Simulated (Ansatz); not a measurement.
# A computed optical spectrum

Method: Ansatz, LDA, independent particles, without spin-orbit coupling, line width 0.15 eV (Gaussian); metals get a typed carrier damping. The response is along the first axis of the cell.

```json
{"E (eV)": "0.00", "absorbance (%)": "0.00"}
{"E (eV)": "0.50", "absorbance (%)": "1.49"}
{"E (eV)": "1.00", "absorbance (%)": "4.30"}
{"E (eV)": "1.50", "absorbance (%)": "5.60"}
{"E (eV)": "2.00", "absorbance (%)": "7.04"}
{"E (eV)": "2.50", "absorbance (%)": "7.05"}
{"E (eV)": "3.00", "absorbance (%)": "7.63"}
{"E (eV)": "3.50", "absorbance (%)": "3.87"}
{"E (eV)": "4.00", "absorbance (%)": "3.06"}
{"E (eV)": "4.50", "absorbance (%)": "4.99"}
{"E (eV)": "5.00", "absorbance (%)": "18.23"}
{"E (eV)": "5.50", "absorbance (%)": "14.87"}
{"E (eV)": "6.00", "absorbance (%)": "10.45"}
{"E (eV)": "6.50", "absorbance (%)": "11.56"}
{"E (eV)": "7.00", "absorbance (%)": "3.06"}
{"E (eV)": "7.50", "absorbance (%)": "2.36"}
{"E (eV)": "8.00", "absorbance (%)": "5.66"}
{"E (eV)": "8.50", "absorbance (%)": "7.59"}
{"E (eV)": "9.00", "absorbance (%)": "9.88"}
{"E (eV)": "9.50", "absorbance (%)": "9.46"}
{"E (eV)": "10.00", "absorbance (%)": "10.74"}
{"E (eV)": "10.50", "absorbance (%)": "9.20"}
{"E (eV)": "11.00", "absorbance (%)": "6.74"}
{"E (eV)": "11.50", "absorbance (%)": "7.34"}
{"E (eV)": "12.00", "absorbance (%)": "6.46"}
```

Question: All candidates were run at this level. Which one is shown?
A. TiSO sheet (P3m1)
B. Sn2SO sheet (Pm)
C. SnSO sheet (P3m1)
D. TiO2 sheet (P-3m1)

Answer: A. TiSO sheet (P3m1): least direct gap 0.52 eV, static polarisability 10.32 Å, strongest peak along the first axis at 5.08 eV. The others: SnSO sheet (P3m1), least direct gap 0.71 eV, static polarisability 3.06 Å, strongest peak along the first axis at 5.51 eV; Sn2SO sheet (Pm), least direct gap 1.90 eV, static polarisability 3.51 Å, strongest peak along the first axis at 3.52 eV; TiO2 sheet (P-3m1), least direct gap 2.81 eV, static polarisability 2.38 Å, strongest peak along the first axis at 7.14 eV.

Note: cells built here by substitution need not match a known phase.

[Logs are printed without paths, hosts, clocks, repeated set-up lines and the standing remarks that a program may print on its own settings, such as how far it seeks lower states.]
